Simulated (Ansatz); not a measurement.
# Br on Fe(100): change of the work function, part 3 of 3

Wanted: Δφ(θ) for Br/Fe(100), starting from the hollow site.

Ansatz 0.2.0; plane-wave DFT, PBE, Ansatz PAW (the session's first sound run).

So far, work function, upper face (eV): step 2 (the clean slab, PBE) 3.86; step 5 (adsorbate added, k-mesh 10×10×1, coverage 1 ML, PBE) 4.40; step 7 (the 0.25 ML cell at another level of theory, cutoff 500 eV, functional r2SCAN) 4.15; step 8 (the 0.25 ML cell at another level of theory, cutoff 1224.51 eV, functional PBE, PBE norm-conserving) 4.30; step 9 (the 0.25 ML cell at another level of theory, cutoff 1320 eV, functional PBE, PBE JTH) 4.29.

**11. Varying the input: kpoints.mp_grid.grid = [12, 12, 1]**

This step: plane-wave DFT, PBE, Ansatz PAW (Ansatz 0.2.0).

System of this step: Br/Fe(100). The cell holds 6 atoms: 5 Fe and 1 Br. Cell: a = 2.870 Å, b = 2.870 Å, c = 25.333 Å, α = 90.0°, β = 90.0°, γ = 90.0°. Vacuum lies along c.

A run with a changed input: it repeats the earlier run at 1 ML with kpoints.mp_grid.grid from [10, 10, 1] to [12, 12, 1].

The input, input.yaml:

```yaml
crystal:
  lattice:
    - [2.87, 0.0, 0.0]
    - [0.0, 2.87, 0.0]
    - [0.0, 0.0, 25.3334265449]
  atoms:
    - { symbol: Fe, position: [0.0, 0.0, 0.3552618507], spin: 2.97 }
    - { symbol: Fe, position: [0.5, 0.5, 0.4119063792], spin: 2.38 }
    - { symbol: Fe, position: [0.0, 0.0, 0.4678738623], spin: 2.5 }
    - { symbol: Fe, position: [0.5, 0.5, 0.5246654936], spin: 2.31 }
    - { symbol: Fe, position: [0.0, 0.0, 0.577716009], spin: 2.92 }
    - { symbol: Br, position: [0.5, 0.5, 0.6447381493] }
magnetization:
  spin_polarized: true
kpoints:
  mp_grid: { grid: [12, 12, 1] }
hamiltonian:
  xc: pbe
scf:
  occupations: { method: fermi_dirac, width: 0.1 }
  convergence: { dr2_threshold: 1.0e-08 }
efield:
  axis: 3
  dipole_correction: true
  ramp_position: 0.97
  ramp_width: 0.06
relax:
  f_tol: 0.02
  max_steps: 60
  constraints: [{ sites: [0, 1] }]
output:
  bader: true
  write_potential: true
  write_density: true
  volumetric_format: npy
```

On the command line:

```bash
ansatz run input.yaml --threads 4 --pin off --max-ram 12288MiB --backend cpu --events-out ev --progress --plain --runs-dir out
```

Run time: 74 s. Hardware: 4 threads of Intel Xeon 6975P-C (Granite Rapids), shared host; peak memory 0.99 GiB.

Relaxation path:

```csv
step,energy less that of the first step (eV),largest force component (eV/Å)
1,0.0000,0.8266
2,-0.0387,0.5213
3,-0.0538,0.2088
4,-0.0638,0.0346
5,-0.0641,0.0382
6,-0.0642,0.0005
```

The run keeps the 8 symmetry operations that it works with, so distortions that break them were not tested.

The atoms that moved most (Å):

```csv
atom,dx,dy,dz,length
Br6,0.000,0.000,0.193,0.193
Fe5,0.000,0.000,0.131,0.131
Fe4,0.000,0.000,-0.024,0.024
Fe3,0.000,0.000,0.020,0.020
```

Final coordinates:

```
Fe Br
1.0
     2.87000    0.00000    0.00000
     0.00000    2.87000    0.00000
     0.00000    0.00000   25.33343
Fe Br
5 1
Direct
  0.00000 0.00000 0.35526
  0.50000 0.50000 0.41191
  0.00000 0.00000 0.46865
  0.50000 0.50000 0.52372
  0.00000 0.00000 0.58290
  0.50000 0.50000 0.65234
```

Numbers from this step:

```yaml
energy_at_zero_smearing: -25183.3577 eV
total_moment: 13.27 μB
site_moments: 2.970, 2.448, 2.383, 2.510, 2.799, 0.1197 μB
work_function_upper_face: 4.395 eV
work_function_lower_face: 3.911 eV
dipole_along_the_normal: -0.02202 e·Å
step_between_the_vacuum_levels: 0.4838 eV
```

Site moment by atom:

```csv
atom,site moment (μB)
Fe1,2.97
Fe2,2.45
Fe3,2.38
Fe4,2.51
Fe5,2.80
Br6,0.12
```

```csv
quantity,this run,earlier run,difference
"work function, upper face (eV)",4.395,4.399,-0.0046
"work function, lower face (eV)",3.911,3.904,0.0072
dipole along the normal (e·Å),-0.02202,-0.02256,5.4e-4
total moment (μB),13.27,13.26,0.0098
```

What moves beyond 0.01 in its unit (for the dipole 0.5 % and 5e-5 e·Å): dipole along the normal (+0.000535 e·Å).

**12. The same run with other settings**

System of this step: Fe(100). The cell holds 5 atoms: 5 Fe. Its edges and angles: a = 2.870 Å, b = 2.870 Å, c = 23.740 Å, α = 90.0°, β = 90.0°, γ = 90.0°. Vacuum lies along c.

Another changed input: it repeats the earlier run at 0 ML with scf.lower_state_search to light and scf.eigensolver.kind to davidson.

input.yaml, the sections that differ from step 11:

```yaml
crystal:
  lattice:
    - [2.87, 0.0, 0.0]
    - [0.0, 2.87, 0.0]
    - [0.0, 0.0, 23.74]
  atoms:
    - { symbol: Fe, position: [0.0, 0.0, 0.3791069924], spin: 2.5 }
    - { symbol: Fe, position: [0.5, 0.5, 0.4395534962], spin: 2.5 }
    - { symbol: Fe, position: [0.0, 0.0, 0.5], spin: 2.5 }
    - { symbol: Fe, position: [0.5, 0.5, 0.5604465038], spin: 2.5 }
    - { symbol: Fe, position: [0.0, 0.0, 0.6208930076], spin: 2.5 }
kpoints:
  mp_grid: { grid: [10, 10, 1] }
scf:
  occupations: { method: fermi_dirac, width: 0.1 }
  convergence: { dr2_threshold: 1.0e-08 }
  lower_state_search: light
  eigensolver: { kind: davidson }
output:
  write_potential: true
  write_density: true
  volumetric_format: npy
# magnetization, hamiltonian, efield, relax: as in step 11
```

Run time: 33 s. Hardware: 4 threads; peak memory 0.75 GiB; 2.1 min of CPU time.

Relaxation path:

```csv
step,energy less that of the first step (eV),largest force component (eV/Å)
1,0.0000,0.4526
2,-0.0150,0.2499
3,-0.0212,0.0175
```

Forces are held to the 8 operations that the run works with; a distortion that breaks them can't arise in this run.

The atoms that moved most (Å):

```csv
atom,dx,dy,dz,length
Fe5,0.000,0.000,-0.104,0.104
Fe3,0.000,0.000,-0.017,0.017
Fe4,0.000,0.000,-0.013,0.013
```

Final coordinates:

```xyz
5
Lattice="2.8700 0.0000 0.0000 0.0000 2.8700 0.0000 0.0000 0.0000 23.7400" Properties=species:S:1:pos:R:3
Fe    0.0000    0.0000    9.0000
Fe    1.4350    1.4350   10.4350
Fe    0.0000    0.0000   11.8528
Fe    1.4350    1.4350   13.2916
Fe    0.0000    0.0000   14.6355
```

Numbers from this step:

* energy at zero smearing: -22399.8095 eV
* total moment: 13.22 μB
* site moments: 2.971, 2.378, 2.503, 2.306, 2.918 μB
* work function, upper face: 3.857 eV
* work function, lower face: 3.830 eV
* dipole along the normal: -0.001209 e·Å
* step between the vacuum levels: 0.02655 eV

```csv
quantity,this run,earlier run,difference
"work function, upper face (eV)",3.857,3.856,4.1e-4
"work function, lower face (eV)",3.830,3.830,-3.7e-4
dipole along the normal (e·Å),-0.001209,-0.001173,-3.6e-5
total moment (μB),13.22,13.22,-3.1e-5
```

Nothing in the table moves by 0.01 in its unit (for the dipole 0.5 % and 5e-5 e·Å). The run took 43 SCF cycles against 38.

**13. Results**

```json
{
  "work function of the clean face": "3.86 eV",
  "work function at 0.25 ML": "4.29 eV",
  "work function at 0.5 ML": "4.63 eV",
  "work function at 1 ML": "4.40 eV",
  "dipole per adsorbate at 0.25 ML, positive end outwards": "-0.35 D"
}
```

**Reading.** Br raises the work function of Fe(100) at the lowest coverage, by 0.44 eV: the adsorbate layer has its negative end outwards. The dipole per adsorbate falls from 0.35 to 0.10 D as the layer fills. Neighbouring dipoles depolarise each other, and heights and bonding change with coverage too. At the highest coverage the adsorbates are pressed to about 2.9 Å, closer than unbonded atoms of this kind usually come, so a real layer may not reach it. The slab has 5 layers, at the tabulated experimental lattice constant, one starting site was run, and quantum-size effects of a slab this thin can reach one or two tenths of an eV. The magnetic order is the one reached from the typed start; other orders were not compared.

[Logs are printed without paths, hosts, clocks, repeated set-up lines and the standing remarks that a program may print on its own settings, such as how far it seeks lower states.]

[Hosts, paths, dates, database ids (printed as entryN), source tags and the programs' standing remarks are cut or masked in the printed files.]

[Maps of the electrostatic potential energy from Ansatz leave out the sawtooth potential of an applied field or a dipole correction, so their vacuum need not be flat; planar profiles and work functions include it.]
